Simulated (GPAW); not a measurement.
# Quasiparticle gap of ZrSe3 (P2_1/m) in GPAW, part 2 of 2

How does a plane-wave GW calculation on ZrSe3 (P2_1/m) run from the first input to the gap?

GPAW 26.7.0; LDA and many-body steps on it, plane waves. Known limits of the many-body steps: not at the basis limit; no spin-orbit coupling; coarse k mesh.

So far. Step 3 (Bands along the symmetry lines): The gap is 0.286 eV, −0.005 eV from the run before at this level. Step 4 (Empty states on the mesh, 4×4×2 mesh, 318 bands): On this mesh the gap is 0.308 eV.

### 5. Screening and self-energy, 4×4×2 mesh, 308 bands, screening to 80 eV

Now the one-shot GW correction: screening in the RPA, then the self-energy of the levels asked for.

This step: G0W0 on LDA, plane waves, PAW.

Contents of run.py:

```python
import json
import numpy as np
from gpaw.mpi import world
from gpaw.response.g0w0 import G0W0

gw = G0W0('full.gpw',
    filename='gw',
    kpts=[0, 1, 14],
    bands=(28, 32),
    ecut=80,
    nbands=308,
    integrate_gamma='WS',
    ppa=True)
gw.calculate()
res = {mode: {k: v for k, v in r.items() if k != 'sigma_eskwn'}
       for mode, r in gw.all_results.items()}

if world.rank == 0:
    with open('result.json', 'w') as f:
        json.dump(res, f, default=lambda x: x.tolist())
```

Launch:

```sh
$ mpirun -n 8 gpaw python run.py
```

Numbers of over 12 decimals in the logs are rounded to 6 here.

Output:

```text
Using integrator: PointIntegrator
FrequencyGridDescriptor(from 0.000+0.000j to 0.000+27.211j eV, 2 points)
Nonperiodic BCs:  [False False False]
Using integrator: PointIntegrator
FrequencyGridDescriptor(from 0.000+0.000j to 0.000+27.211j eV, 2 points)
Nonperiodic BCs:  [False False False]
  ___  _ _ _
 |   || | | |
 | | || | | |
 |__ ||_____|
 |___|

BZ k-points: Symmetries present (total): 2

  [... matrices ...]
32 k-points: 4 x 4 x 2 Monkhorst-Pack grid + [1/8,1/8,1/4]
20 k-points in the irreducible part of the Brillouin zone
       k-points in crystal coordinates                weights
   0:     0.00000000    0.00000000    0.00000000          1/32
   1:     0.00000000    0.00000000    0.50000000          1/32
   2:     0.00000000    0.25000000    0.00000000          2/32
   3:     0.00000000    0.25000000    0.50000000          2/32
   4:     0.00000000    0.50000000    0.00000000          1/32
   5:     0.00000000    0.50000000    0.50000000          1/32
   6:     0.25000000   -0.25000000    0.00000000          2/32
   7:     0.25000000   -0.25000000    0.50000000          2/32
   8:     0.25000000    0.00000000    0.00000000          2/32
   9:     0.25000000    0.00000000    0.50000000          2/32
          ...
  19:     0.50000000    0.50000000    0.50000000          1/32

Distributing spins, k-points and bands (1 x 3 x 4) over 8 processes
Number of blocks: 1

Quasi particle states:
k-points (IBZ indices): [0, 1, 14]
Band range: (28, 32)
  [... matrices ...]
Computational parameters:
Plane wave cut-off: 80 eV
Number of bands: 308
Coulomb cutoff: None
Broadening: 0.1 eV

fxc modes: GW
Kernel: RPA
Using Godby-Needs plasmon-pole approximation:
  Fitting energy: i*E0, E0 = 1.000 Hartree
Summing all q:

Calculating screened Coulomb potential
No Coulomb truncation
FrequencyGridDescriptor(from 0.000+0.000j to 0.000+27.211j eV, 2 points)
Removing empty qpoint cache files...

Calculating chi0 body with:
    Ground state adapter containing:
    Number of spins: 1
    Number of kpoints: 32
    Number of irreducible kpoints: 20
    Number of completely occupied states: 30
    Number of partially occupied states: 30
    Occupied states memory: 11.865234375 M / cpu

    Linear response parametrization:
    q_c: [0.0, 0.0, 0.0]
    Number of frequency points: 2
    Planewave cutoff: 80.0
    Number of bands: 308
    Number of planewaves: 301
    Broadening (eta): 1e-06
    comm.size: 8
    kncomm.size: 8
    blockcomm.size: 1

    Memory estimate of potentially large arrays:
        chi0_wGG: 2.764923 M / cpu
Integrating chi0 body.

Symmetries of q_c:
    Direct symmetries (Uq -> q): 2
    Indirect symmetries (TUq -> q): 0
In total 2 allowed symmetries.

  [... matrices ...]
20 groups of equivalent kpoints. 37.5% reduction.

Integral kind: response function
Integrating chi0 head and wings.

Symmetries of q_c:
    Direct symmetries (Uq -> q): 2
    Indirect symmetries (TUq -> q): 0
In total 2 allowed symmetries.

  [... matrices ...]
20 groups of equivalent kpoints. 37.5% reduction.

Integral kind: response function wings

Calculating chi0 body with:
    Ground state adapter containing:
    Number of spins: 1
    Number of kpoints: 32
    Number of irreducible kpoints: 20
    Number of completely occupied states: 30
    Number of partially occupied states: 30
    Occupied states memory: 11.865234375 M / cpu

    Linear response parametrization:
[... the further q-points ...]

Results:
f:      Occupation numbers
eps:     KS-eigenvalues [eV]
vxc:     KS vxc [eV]
exx:     Exact exchange [eV]
sigma:   Self-energies [eV]
dsigma:  Self-energy derivatives
Z:       Renormalization factors
qp:      QP-energies [eV]

k-point 0 (0): (0.000, 0.000, 0.000)                GW
band       f     eps     vxc     exx   sigma  dsigma       Z      qp
                                                                   GW
  28   1.000   5.994 -16.161 -17.293   1.299  -0.266   0.790   6.126
  29   1.000   6.112 -16.287 -18.014   1.776  -0.268   0.789   6.151
  30   0.000   6.759 -14.714  -9.880  -3.848  -0.264   0.791   7.539
  31   0.000   7.127 -15.443  -9.911  -4.312  -0.272   0.786   8.086

k-point 1 (1): (0.000, 0.000, 0.500)                GW
band       f     eps     vxc     exx   sigma  dsigma       Z      qp
                                                                   GW
  28   1.000   5.965 -16.099 -17.263   1.319  -0.266   0.790   6.088
  29   1.000   6.016 -16.157 -17.871   1.766  -0.268   0.789   6.057
  30   0.000   6.600 -14.560  -9.474  -4.044  -0.263   0.792   7.426
  31   0.000   7.294 -15.564 -10.103  -4.264  -0.272   0.786   8.235

k-point 2 (14): (0.500, 0.000, 0.000)                GW
band       f     eps     vxc     exx   sigma  dsigma       Z      qp
                                                                   GW
  28   1.000   5.746 -15.976 -17.785   1.789  -0.269   0.788   5.731
  29   1.000   5.818 -16.058 -17.779   1.724  -0.268   0.788   5.821
  30   0.000   6.419 -15.009 -11.759  -2.433  -0.264   0.791   7.066
  31   0.000   6.759 -15.332 -11.698  -2.700  -0.265   0.790   7.497
```

Wall time 7.3 min (8 MPI ranks of Arm Neoverse V1, shared host); peak memory 4 GiB.

Numbers from this step:

```
G0W0 gap on the points computed              : 0.9153 eV
least direct G0W0 gap on the computed points : 1.245 eV
Z at the valence top                         : 0.7889
Z at the conduction bottom                   : 0.7911
starting gap on the mesh                     : 0.3077 eV
k of the valence top                         : 0, 0, 0
k of the conduction bottom                   : 0.5, 0, 0
```

The gap on the mesh goes from 0.31 eV to 0.92 eV, a correction of +0.61 eV.

Limits: finite bands, cutoff and mesh; no spin-orbit coupling; coarse k mesh. v1 is the top filled band, c1 the lowest empty one. The levels before and after the correction (eV, zero at the valence-band top of each column):

```csv
,conduction bottom,valence top
Kohn-Sham,0.31,0.00
G0W0,0.92,0.00
```

```csv
,level,energy (eV)
Kohn-Sham,Γ v2,-0.118
Kohn-Sham,Γ v1,0.000
Kohn-Sham,Γ c1,0.647
Kohn-Sham,Γ c2,1.016
Kohn-Sham,(0.5 0 0) v2,-0.365
Kohn-Sham,(0.5 0 0) v1,-0.293
Kohn-Sham,(0.5 0 0) c1,0.308
Kohn-Sham,(0.5 0 0) c2,0.647
G0W0,Γ v2,-0.025
G0W0,Γ v1,0.000
G0W0,Γ c1,1.388
G0W0,Γ c2,1.936
G0W0,(0.5 0 0) v2,-0.419
G0W0,(0.5 0 0) v1,-0.330
G0W0,(0.5 0 0) c1,0.915
G0W0,(0.5 0 0) c2,1.346
```

### 6. Where the time went

Times are wall times on 8 MPI ranks of Arm Neoverse V1, shared host, good to a factor of about two.

```csv
step,time,share,memory (GiB)
ground state,89 s,9 %,1.7
bands along the symmetry lines,2.3 min,14 %,2
empty states on the mesh,5.4 min,33 %,13
screening and self-energy,7.3 min,44 %,4.0
```

### 7. Results

| Item | Value |
| --- | --- |
| LDA gap | 0.29 eV, indirect |
| G0W0 gap on the mesh | 0.92 eV |
| G0W0 gap over the zone (rigid shift) | 0.89 eV |
| GW settings | 4×4×2 mesh, 308 bands, screening to 80 eV, Godby-Needs plasmon pole |
| known limits | not at the basis limit; no spin-orbit coupling; coarse k mesh |

In words: G0W0 moves the gap on the mesh from 0.31 eV to 0.92 eV (+0.61 eV), with Z of 0.79 and 0.79 at the edges. The mesh misses the band edges by 0.02 eV in all; a rigid shift gives 0.89 eV for the zone. Only 3 of the mesh's irreducible points were corrected, so a valley elsewhere could overtake. Bands and cutoff are finite, so the gap is not at the basis limit. The miss can reach some tenths of an eV and take either sign; the mesh is an error of its own. These stock PAW sets were not made for GW; the filled d or f shell of Se lies in the frozen core, which bears on start and correction. In the G0W0 run levels were corrected at 3 k points alone, so a gap called «on the mesh» is the least over those, and an edge elsewhere would be missed. The 4×4×2 mesh is coarse for this cell, which bears on the long-range parts of exchange and screening. The many-body steps are scalar-relativistic: spin-orbit coupling is not in them.

[Paths, hosts, dates, memory and timing lines, banners, echoed tables and standing remarks are left out of the program output.]

[Logs are printed without paths, hosts, clocks, repeated set-up lines and the standing remarks that a program may print on its own settings, such as how far it seeks lower states.]

[Runs of the session that timed out or met a known fault of the program may be left out.]

[Hosts, paths, dates, database ids (printed as entryN), source tags and the programs' standing remarks are cut or masked in the printed files.]
